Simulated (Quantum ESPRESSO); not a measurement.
# How biaxial strain moves the moments of MnCuAs

Wanted: the trend of the moments of MnCuAs with biaxial strain.

Method: PBE; plane waves with GBRV 1.5 PBE potentials, no spin-orbit coupling, in Quantum ESPRESSO 7.5.

## 1. Set-up

It takes space group P4/nmm (No. 129, tetragonal). The conventional cell has a = 3.820 Å, b = 3.820 Å, c = 6.318 Å, α = 90.00°, β = 90.00°, γ = 90.00°. Cu has 4 As at 2.54 Å and 4 Cu at 2.70 Å and 4 Mn at 2.83 Å nearest. Nearest to Mn lie 5 As at 2.55 to 2.73 Å and 4 Cu at 2.83 Å. Nearest to As lie 4 Cu at 2.54 Å and 5 Mn at 2.55 to 2.73 Å. Farther neighbours are not listed.

The lattice constants were typed from memory of published values and not checked against a source.

## 2. Biaxial 0.97, ferro ++

Lengths in the Cartesian xy plane scale by the factor; z is kept. Atoms keep their fractional places. Seeded atoms are those given a starting moment.

pw.in reads:

```
&CONTROL
  calculation = 'scf'
  prefix = 'pwscf'
  outdir = './tmp'
  pseudo_dir = './pseudo'
  disk_io = 'nowf'
  tprnfor = .true.
  tstress = .true.
/
&SYSTEM
  ibrav = 0
  celldm(1) = 8
  nat = 6
  ntyp = 3
  ecutwfc = 40
  ecutrho = 280
  nbnd = 54
  occupations = 'smearing'
  smearing = 'fd'
  degauss = 0.00367493
  nspin = 2
  starting_magnetization(1) = 0
  starting_magnetization(2) = 0.2333
  starting_magnetization(3) = 0
/
&ELECTRONS
  conv_thr = 1.2d-08
  electron_maxstep = 150
  mixing_beta = 0.3
/
ATOMIC_SPECIES
Cu     63.5460 cu_pbe_v1.2.uspp.F.UPF
Mn     54.9380 mn_pbe_v1.5.uspp.F.UPF
As     74.9216 as_pbe_v1.uspp.F.UPF
CELL_PARAMETERS alat
   0.8752738977735    0.0000000000000    0.0000000000000
   0.0000000000000    0.8752738977735    0.0000000000000
   0.0000000000000    0.0000000000000    1.4924112069232
ATOMIC_POSITIONS crystal
Cu      0.7500000000    0.2500000000    0.0000000000
Cu      0.2500000000    0.7500000000    0.0000000000
Mn      0.2500000000    0.2500000000    0.6700000000
Mn      0.7500000000    0.7500000000    0.3300000000
As      0.2500000000    0.2500000000    0.2660000000
As      0.7500000000    0.7500000000    0.7340000000
K_POINTS automatic
8 8 8 0 0 0
```

Command:

```console
$ OMP_NUM_THREADS=1 mpirun -n 4 pw.x -nk 4 -in pw.in > pw.out
```

What it wrote:

```text
Program PWSCF v.7.5 starts

     Message from routine setup:
     using ibrav=0 with symmetry is DISCOURAGED, use correct ibrav instead

     K-points division:     npool     =       4
     Subspace diagonalization in iterative solution of the eigenvalue problem:

     bravais-lattice index     =            0
     lattice parameter (alat)  =       8.0000  a.u.
     unit-cell volume          =     585.3915 (a.u.)^3
     number of atoms/cell      =            6
     number of atomic types    =            3
     number of electrons       =        78.00
     number of Kohn-Sham states=           54
     kinetic-energy cutoff     =      40.0000  Ry
     charge density cutoff     =     280.0000  Ry
     scf convergence threshold =      1.2E-08
     mixing beta               =       0.3000
     number of iterations used =            8  plain     mixing
     Exchange-correlation= SLA  PW   PBE  PBE
                           (   1   4   3   4   0   0   0)

     celldm(1)=   8.000000  celldm(2)=   0.000000  celldm(3)=   0.000000
     celldm(4)=   0.000000  celldm(5)=   0.000000  celldm(6)=   0.000000

     crystal axes: (cart. coord. in units of alat)
               a(1) = (   0.875274   0.000000   0.000000 )
               a(2) = (   0.000000   0.875274   0.000000 )
               a(3) = (   0.000000   0.000000   1.492411 )

     reciprocal axes: (cart. coord. in units 2 pi/alat)
               b(1) = (  1.142500  0.000000  0.000000 )
               b(2) = (  0.000000  1.142500  0.000000 )
               b(3) = (  0.000000  0.000000  0.670057 )

     PseudoPot. # 1 for Cu read from file:
     cu_pbe_v1.2.uspp.F.UPF
     Pseudo is Ultrasoft + core correction, Zval = 19.0

     PseudoPot. # 2 for Mn read from file:
     mn_pbe_v1.5.uspp.F.UPF
     Pseudo is Ultrasoft + core correction, Zval = 15.0

     PseudoPot. # 3 for As read from file:
     as_pbe_v1.uspp.F.UPF
     Pseudo is Ultrasoft + core correction, Zval =  5.0

     atomic species   valence    mass     pseudopotential
     Cu               19.00    63.54600     Cu( 1.00)
     Mn               15.00    54.93800     Mn( 1.00)
     As                5.00    74.92160     As( 1.00)

     Starting magnetic structure
     atomic species   magnetization
     Cu              0.000
     Mn              0.233
     As              0.000

     16 Sym. Ops., with inversion, found (12 have fractional translation)

   Cartesian axes

     site n.     atom                  positions (alat units)
         1        Cu     tau(   1) = (   0.6564554   0.2188185   0.0000000  )
         2        Cu     tau(   2) = (   0.2188185   0.6564554   0.0000000  )
         3        Mn     tau(   3) = (   0.2188185   0.2188185   0.9999155  )
         4        Mn     tau(   4) = (   0.6564554   0.6564554   0.4924957  )
         5        As     tau(   5) = (   0.2188185   0.2188185   0.3969814  )
         6        As     tau(   6) = (   0.6564554   0.6564554   1.0954298  )

     number of k points=    75  Fermi-Dirac smearing, width (Ry)=  0.0037
                       cart. coord. in units 2pi/alat
        k(    1) = (   0.0000000   0.0000000   0.0000000), wk =   0.0019531
        k(    2) = (   0.0000000   0.0000000   0.0837571), wk =   0.0039062
        k(    3) = (   0.0000000   0.0000000   0.1675142), wk =   0.0039062
        k(    4) = (   0.0000000   0.0000000   0.2512712), wk =   0.0039062
        k(    5) = (   0.0000000   0.0000000  -0.3350283), wk =   0.0019531
        [... 70 further k-points ...]

     Dense  grid:    46379 G-vectors     FFT dimensions: (  40,  40,  64)

     Smooth grid:    20029 G-vectors     FFT dimensions: (  30,  30,  50)

     Check: negative core charge=   -0.000023
     Generating pointlists ...
     new r_m :   0.2437 (alat units)  1.9499 (a.u.) for type    1
     new r_m :   0.2487 (alat units)  1.9897 (a.u.) for type    2
     new r_m :   0.2437 (alat units)  1.9499 (a.u.) for type    3

     Initial potential from superposition of free atoms

     starting charge      74.9993, renormalised to      78.0000
     Starting wfcs are   60 randomized atomic wfcs

     Self-consistent Calculation

     iteration #  1     ecut=    40.00 Ry     beta= 0.30
     Davidson diagonalization with overlap
     ethr =  1.00E-02,  avg # of iterations =  3.2

     total energy              =   -1305.80718997 Ry
     estimated scf accuracy    <      14.13361528 Ry

     total magnetization       =     3.88 Bohr mag/cell
     absolute magnetization    =     4.10 Bohr mag/cell

     iteration #  2     ecut=    40.00 Ry     beta= 0.30
     Davidson diagonalization with overlap
     ethr =  1.00E-02,  avg # of iterations =  2.9

     total energy              =   -1303.95949740 Ry
     estimated scf accuracy    <      85.15221374 Ry

     total magnetization       =     0.67 Bohr mag/cell
     absolute magnetization    =     0.76 Bohr mag/cell

     [... further iterations left out ...]

     iteration # 15     ecut=    40.00 Ry     beta= 0.30
     Davidson diagonalization with overlap
     ethr =  5.24E-10,  avg # of iterations =  2.1

     negative rho (up, down):  0.000E+00 2.489E-04

     total energy              =   -1310.52226235 Ry
     estimated scf accuracy    <       0.00000005 Ry

     total magnetization       =     7.47 Bohr mag/cell
     absolute magnetization    =     7.84 Bohr mag/cell

     iteration # 16     ecut=    40.00 Ry     beta= 0.30
     Davidson diagonalization with overlap
     ethr =  5.85E-11,  avg # of iterations =  4.0

     negative rho (up, down):  0.000E+00 2.488E-04

     Magnetic moment per site  (integrated on atomic sphere of radius R)
     atom   1 (R=0.244)  charge= 17.7369  magn=  0.0482
     atom   2 (R=0.244)  charge= 17.7369  magn=  0.0482
     atom   3 (R=0.249)  charge= 13.2735  magn=  3.5211
     atom   4 (R=0.249)  charge= 13.2735  magn=  3.5211
     atom   5 (R=0.244)  charge=  2.8652  magn= -0.0152
     atom   6 (R=0.244)  charge=  2.8652  magn= -0.0152

     End of self-consistent calculation

     Number of k-points >= 100: set verbosity='high' to print the bands.

     the Fermi energy is    13.9024 ev

!    total energy              =   -1310.52226238 Ry
     estimated scf accuracy    <          4.1E-09 Ry
     smearing contrib. (-TS)   =      -0.00176266 Ry
     internal energy E=F+TS    =   -1310.52049972 Ry

     The total energy is F=E-TS. E is the sum of the following terms:
     one-electron contribution =    -982.12769157 Ry
     hartree contribution      =     529.42366630 Ry
     xc contribution           =    -194.45366701 Ry
     ewald contribution        =    -663.36280744 Ry

     total magnetization       =     7.47 Bohr mag/cell
     absolute magnetization    =     7.84 Bohr mag/cell

     convergence has been achieved in  16 iterations

     negative rho (up, down):  0.000E+00 2.488E-04

     Forces acting on atoms (cartesian axes, Ry/au):

     atom    1 type  1   force =     0.00000000    0.00000000   -0.00000000
     atom    2 type  1   force =     0.00000000    0.00000000    0.00000000
     atom    3 type  2   force =     0.00000000    0.00000000   -0.01592638
     atom    4 type  2   force =     0.00000000    0.00000000    0.01592638
     atom    5 type  3   force =     0.00000000    0.00000000    0.02977504
     atom    6 type  3   force =     0.00000000    0.00000000   -0.02977504

     Total force =     0.047754     Total SCF correction =     0.000177

     Computing stress (Cartesian axis) and pressure

     negative rho (up, down):  0.000E+00 2.488E-04
          total   stress  (Ry/bohr**3)                   (kbar)     P=       35.75
   0.00026773   0.00000000   0.00000000           39.38        0.00        0.00
   0.00000000   0.00026773   0.00000000            0.00       39.38        0.00
   0.00000000   0.00000000   0.00019352            0.00        0.00       28.47

=------------------------------------------------------------------------------=
   JOB DONE.
=------------------------------------------------------------------------------=
```

Run time: 2.5 min. Hardware: 4 MPI ranks of Arm Neoverse V1, shared host; peak memory 0.76 GiB; 10 min of CPU time.

Spin moment in the atom's sphere by atom:

```
atom  spin moment in the atom's sphere (μB)
 Cu1                                   0.05
 Cu2                                   0.05
 Mn3                                   3.52
 Mn4                                   3.52
 As5                                  -0.02
 As6                                  -0.02
```

Read from the output:

* smearing term TS: 0.02398 eV
* pressure: 3.575 GPa
* magnetization: 7.471 μB
* absolute magnetization: 7.837 μB
* final state: ferromagnetic

## 3. Biaxial 0.97, antiferro +-

pw.in, as its differences from that of step 2:

```diff
@@ -13,6 +13,6 @@
   nat = 6
-  ntyp = 3
+  ntyp = 4
   ecutwfc = 40
   ecutrho = 280
-  nbnd = 54
+  nbnd = 50
   occupations = 'smearing'
@@ -23,3 +23,4 @@
   starting_magnetization(2) = 0.2333
-  starting_magnetization(3) = 0
+  starting_magnetization(3) = -0.2333
+  starting_magnetization(4) = 0
 /
@@ -32,3 +33,4 @@
 Cu     63.5460 cu_pbe_v1.2.uspp.F.UPF
-Mn     54.9380 mn_pbe_v1.5.uspp.F.UPF
+Mn1    54.9380 mn_pbe_v1.5.uspp.F.UPF
+Mn2    54.9380 mn_pbe_v1.5.uspp.F.UPF
 As     74.9216 as_pbe_v1.uspp.F.UPF
@@ -41,4 +43,4 @@
 Cu      0.2500000000    0.7500000000    0.0000000000
-Mn      0.2500000000    0.2500000000    0.6700000000
-Mn      0.7500000000    0.7500000000    0.3300000000
+Mn1     0.2500000000    0.2500000000    0.6700000000
+Mn2     0.7500000000    0.7500000000    0.3300000000
 As      0.2500000000    0.2500000000    0.2660000000
```

What it wrote:

```text
     [... lines left out ...]
Program PWSCF v.7.5 starts
     [... lines left out ...]
     number of atoms/cell      =            6
     [... lines left out ...]
     number of electrons       =        78.00
     number of Kohn-Sham states=           50
     kinetic-energy cutoff     =      40.0000  Ry
     charge density cutoff     =     280.0000  Ry
     scf convergence threshold =      1.2E-08
     [... lines left out ...]
      8 Sym. Ops. (no inversion) found ( 6 have fractional translation)
     [... lines left out ...]
     number of k points=    75  Fermi-Dirac smearing, width (Ry)=  0.0037
     [... lines left out ...]
     iteration # 18     ecut=    40.00 Ry     beta= 0.30
     [... lines left out ...]
     Magnetic moment per site  (integrated on atomic sphere of radius R)
     atom   1 (R=0.244)  charge= 17.7360  magn=  0.0000
     atom   2 (R=0.244)  charge= 17.7360  magn=  0.0000
     atom   3 (R=0.249)  charge= 13.2723  magn=  3.4833
     atom   4 (R=0.249)  charge= 13.2723  magn= -3.4833
     atom   5 (R=0.244)  charge=  2.8736  magn=  0.0007
     atom   6 (R=0.244)  charge=  2.8736  magn= -0.0007
     [... lines left out ...]
     the Fermi energy is    14.0589 ev
!    total energy              =   -1310.54233487 Ry
     estimated scf accuracy    <          8.0E-09 Ry
     smearing contrib. (-TS)   =      -0.00098054 Ry
     [... lines left out ...]
     total magnetization       =    -0.00 Bohr mag/cell
     absolute magnetization    =     7.79 Bohr mag/cell
     convergence has been achieved in  18 iterations
     [... lines left out ...]
     Total force =     0.064184     Total SCF correction =     0.000155
     [... lines left out ...]
          total   stress  (Ry/bohr**3)                   (kbar)     P=       27.95
     [... lines left out ...]
```

Wall time 2.6 min (4 MPI ranks); peak memory 0.75 GiB; 10 min of CPU time.

Spin moment in the atom's sphere by atom:

```
atom  spin moment in the atom's sphere (μB)
 Cu1                                   0.00
 Cu2                                   0.00
 Mn3                                   3.48
 Mn4                                  -3.48
 As5                                   0.00
 As6                                   0.00
```

Numbers from this step:

```yaml
smearing_term_ts: 0.01334 eV
pressure: 2.795 GPa
magnetization: 0 μB
absolute_magnetization: 7.786 μB
final_state: antiferromagnetic
```

(Part 1 of 2 ends here.)

[Logs and program files are shortened in this print: banners, set-up blocks, solver, clock and traceback lines can be left out without a mark of their own.]

[Logs are printed without paths, hosts, clocks, repeated set-up lines and the standing remarks that a program may print on its own settings, such as how far it seeks lower states.]

[Hosts, paths, dates, database ids (printed as entryN), source tags and the programs' standing remarks are cut or masked in the printed files.]

[Where a cell is said to come from a database of computed structures, the database is the Materials Project.]
